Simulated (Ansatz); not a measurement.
# What BaPbO3 (model cell, started as cubic perovskite with Pb in the octahedra) distorts into, part 2 of 3

Which phase does BaPbO3 (model cell, started as cubic perovskite with Pb in the octahedra) fall into along its unstable mode, and how much energy does it gain?

Ansatz 0.2.0; DFT PBEsol, scalar-relativistic, plane waves, PAW; PAW set soft_1.

So far, highest frequency on the path or at a solved wavevector (cm⁻¹): step 2 (phonons on a q mesh) 660. Also lowest frequency on the path (cm⁻¹): step 2 -163.

The structure was built from a prototype and need not be the compound's stable phase.

## Step 3: The mode frozen in, largest atomic shift 0 Å

The mode followed lies at q = (0.25, -0.5, -0.5) with frequency 157.7i cm⁻¹, one of the unstable modes though not the softest. At small amplitude the distorted cell has space group no. 140 by a symmetry search on the positions. The undistorted cell that holds it gives the zero of energy on the same k mesh.

System of this step: BaPbO3 (model cell, started as cubic perovskite with Pb in the octahedra). It takes space group Pm-3m (No. 221, cubic). The conventional cell has a = 4.281 Å, b = 4.281 Å, c = 4.281 Å, α = 90.00°, β = 90.00°, γ = 90.00°. Nearest to Ba lie 12 O at 3.03 Å. Pb has 6 O at 2.14 Å nearest. O has 2 Pb at 2.14 Å and 4 Ba at 3.03 Å nearest. Nearest to O lie 2 Pb at 2.14 Å and 4 Ba at 3.03 Å. Farther neighbours and most contacts between anions are not listed.

Contents of input.yaml:

```yaml
crystal:
  lattice:
    - [0.0, -4.2810551391, -4.2810551391]
    - [0.0, -4.2810551391, 4.2810551391]
    - [-8.5621102783, -4.2810551391, 0.0]
  atoms:
    - { symbol: Ba, position: [0.5, 0.5, 0.0] }
    - { symbol: Ba, position: [1.0, 0.0, 0.0] }
    - { symbol: Ba, position: [0.25, 0.25, 0.5] }
    - { symbol: Ba, position: [0.75, 0.75, 0.5] }
    - { symbol: Pb, position: [0.375, 0.875, 0.25] }
    - { symbol: Pb, position: [0.875, 0.375, 0.25] }
    - { symbol: Pb, position: [0.125, 0.625, 0.75] }
    - { symbol: Pb, position: [0.625, 0.125, 0.75] }
    - { symbol: O, position: [0.125, 0.125, 0.25] }
    - { symbol: O, position: [0.625, 0.625, 0.25] }
    - { symbol: O, position: [0.875, 0.875, 0.75] }
    - { symbol: O, position: [0.375, 0.375, 0.75] }
    - { symbol: O, position: [0.125, 0.625, 0.25] }
    - { symbol: O, position: [0.625, 0.125, 0.25] }
    - { symbol: O, position: [0.875, 0.375, 0.75] }
    - { symbol: O, position: [0.375, 0.875, 0.75] }
    - { symbol: O, position: [0.25, 0.75, 0.5] }
    - { symbol: O, position: [0.75, 0.25, 0.5] }
    - { symbol: O, position: [0.0, 0.5, 1.0] }
    - { symbol: O, position: [0.5, 0.0, 1.0] }
kpoints:
  mp_grid: { grid: [6, 6, 6] }
hamiltonian:
  xc: pbesol
  pseudopotentials: { kind: paw, azcp: { folder: soft_1 }, xc_functional: pbe }
scf:
  occupations: { method: methfessel_paxton, width: 0.2 }
output:
  forces: true
  stress: true
  eigenvalues: true
```

The run is started by

```sh
$ ansatz run input.yaml --threads 4 --pin off --max-ram 16384MiB --backend cpu --events-out ev --progress --plain --runs-dir out
```

Numbers of over 12 decimals in the logs are rounded to 6 here.

The log of the run:

```text
[...]
Crystal: 20 atoms, lattice volume = 313.843 Å³
Basis set: ecut = 420 eV, 6141 PW (Γ), exchange–correlation on 90×90×128 points (8 copies of the dense FFT grid, shifted against one another)
Bands: 104, of which v1, the nominal top of the filled ones, is band 84 counted from 1 (83 counted from 0)
Symmetry: 64 space group operations
[...]
k-points: 30 of 216
[...]
k-point 0: bands = [... 80 lower, 8.5286, 9.0409, 9.0409, 9.1286, 9.1286, 12.4746, 13.8025, 13.8034, ... 16 higher]
  k-point 1: bands = [... 80 lower, 8.7877, 9.0305, 9.0516, 9.1260, 9.1315, 12.1364, 13.9042, 13.9066, ... 16 higher]
  k-point 2: bands = [... 80 lower, 9.0227, 9.0593, 9.1239, 9.1335, 9.3624, 11.3098, 13.9753, 14.0508, ... 16 higher]
  k-point 29: bands = [... 80 lower, 8.7444, 8.8482, 8.9766, 9.0202, 12.5251, 12.6982, 13.4880, 14.0167, ... 16 higher]
[key lines of the parts left out:]
SCF converged after 10 iterations
Free energy (F): -77213.997442 eV
Fermi energy:    9.141177 eV
P = ⅓ Tr σ = 0.0302 GPa (0.302 kbar)
```

Elapsed: 20 s, on 4 threads of Arm Neoverse V1, shared host; peak memory 1.4 GiB; 79 s of CPU time.

Numbers from this step:

| Item | Value |
| --- | --- |
| pressure | 0.03021 GPa |
| energy from the undistorted cell | 0 meV/atom |

The run ends at a pressure of 0.03 GPa.

## Step 4: The mode frozen in, largest atomic shift 0.45 Å

The atoms are moved along the unstable eigenvector, the largest shift by 0.45 Å, with the cell fixed.

Changes to input.yaml since step 3:

```diff
@@ -14,10 +14,10 @@
     - { symbol: Pb, position: [0.625, 0.125, 0.75] }
-    - { symbol: O, position: [0.125, 0.125, 0.25] }
-    - { symbol: O, position: [0.625, 0.625, 0.25] }
-    - { symbol: O, position: [0.875, 0.875, 0.75] }
-    - { symbol: O, position: [0.375, 0.375, 0.75] }
-    - { symbol: O, position: [0.125, 0.625, 0.25] }
-    - { symbol: O, position: [0.625, 0.125, 0.25] }
-    - { symbol: O, position: [0.875, 0.375, 0.75] }
-    - { symbol: O, position: [0.375, 0.875, 0.75] }
+    - { symbol: O, position: [0.1775571367, 0.1775571367, 0.25] }
+    - { symbol: O, position: [0.5724428633, 0.5724428633, 0.25] }
+    - { symbol: O, position: [0.8224428633, 0.8224428633, 0.75] }
+    - { symbol: O, position: [0.4275571367, 0.4275571367, 0.75] }
+    - { symbol: O, position: [0.0724428633, 0.6775571367, 0.25] }
+    - { symbol: O, position: [0.6775571367, 0.0724428633, 0.25] }
+    - { symbol: O, position: [0.9275571367, 0.3224428633, 0.75] }
+    - { symbol: O, position: [0.3224428633, 0.9275571367, 0.75] }
     - { symbol: O, position: [0.25, 0.75, 0.5] }
```

The log of the run:

```text
[...]
Crystal: 20 atoms, lattice volume = 313.843 Å³
Basis set: ecut = 420 eV, 6141 PW (Γ), exchange–correlation on 90×90×128 points (8 copies of the dense FFT grid, shifted against one another)
Bands: 104, of which v1, the nominal top of the filled ones, is band 84 counted from 1 (83 counted from 0)
Symmetry: 16 space group operations
[...]
k-points: 30 of 216
[...]
k-point 0: bands = [... 80 lower, 8.5707, 8.7283, 8.7501, 8.9815, 8.9962, 12.3483, 13.7082, 13.7162, ... 16 higher]
  k-point 1: bands = [... 80 lower, 8.6296, 8.7297, 8.7489, 8.9321, 9.2005, 12.0176, 13.5889, 13.8374, ... 16 higher]
  k-point 2: bands = [... 80 lower, 8.7610, 8.7825, 8.8127, 8.8127, 9.6549, 11.2370, 13.5062, 13.9107, ... 16 higher]
  k-point 29: bands = [... 80 lower, 8.5798, 8.7632, 8.8071, 8.8305, 11.7901, 11.9789, 12.8559, 13.4538, ... 16 higher]
[key lines of the parts left out:]
SCF converged after 12 iterations
Free energy (F): -77214.400879 eV
Fermi energy:    8.960161 eV
P = ⅓ Tr σ = -0.0759 GPa (-0.759 kbar)
```

It took 22 s on 4 threads; peak memory 1.4 GiB; 88 s of CPU time.

Numbers from this step:

```yaml
pressure: -0.07590 GPa
energy_from_the_undistorted_cell: -20.44 meV/atom
```

The energy, extrapolated to zero smearing, is -20.44 meV/atom against the undistorted cell.

The run ends at a pressure of -0.08 GPa, with forces up to 0.083 eV/Å.

## Step 5: Energy along the mode, all amplitudes (two of the runs are shown above)

An imaginary frequency means negative curvature, so the energy should fall and then rise again as anharmonic terms take over.

This step gave:

* depth at the lowest point sampled: 20.44 meV/atom
* largest atomic shift at that point: 0.45 Å

Energy from the parent against largest atomic shift:

```
largest atomic shift (Å)  energy from the parent (meV/atom)
                   0.000                                  0
                   0.040                             -0.441
                   0.080                              -1.72
                   0.140                              -4.92
                   0.220                              -10.7
                   0.320                              -17.8
                   0.450                              -20.4
                   0.600                              -1.99
```

Displacement at unit largest shift by atom:

```
atom  x (Å)  y (Å)  z (Å)  size
 Ba1   0.00   0.00   0.00  0.00
 Ba2   0.00   0.00   0.00  0.00
 Ba3   0.00   0.00   0.00  0.00
 Ba4   0.00   0.00   0.00  0.00
 Pb5   0.00   0.00   0.00  0.00
 Pb6   0.00   0.00   0.00  0.00
 Pb7   0.00   0.00   0.00  0.00
 Pb8   0.00   0.00   0.00  0.00
  O9   0.00  -1.00   0.00  1.00
 O10   0.00   1.00   0.00  1.00
 O11   0.00   1.00   0.00  1.00
 O12   0.00  -1.00   0.00  1.00
 O13   0.00   0.00   1.00  1.00
 O14   0.00   0.00  -1.00  1.00
 O15   0.00   0.00  -1.00  1.00
 O16   0.00   0.00   1.00  1.00
 O17   0.00   0.00   0.00  0.00
 O18   0.00   0.00   0.00  0.00
 O19   0.00   0.00   0.00  0.00
 O20   0.00   0.00   0.00  0.00
```

The lowest of the steps tried is at 0.45 Å, 20.4 meV/atom below the parent; the bottom of the well need not coincide with a step.

(Continued in part 3 of 3.)

[Logs are printed without paths, hosts, clocks, repeated set-up lines and the standing remarks that a program may print on its own settings, such as how far it seeks lower states.]

[Hosts, paths, dates, database ids (printed as entryN), source tags and the programs' standing remarks are cut or masked in the printed files.]
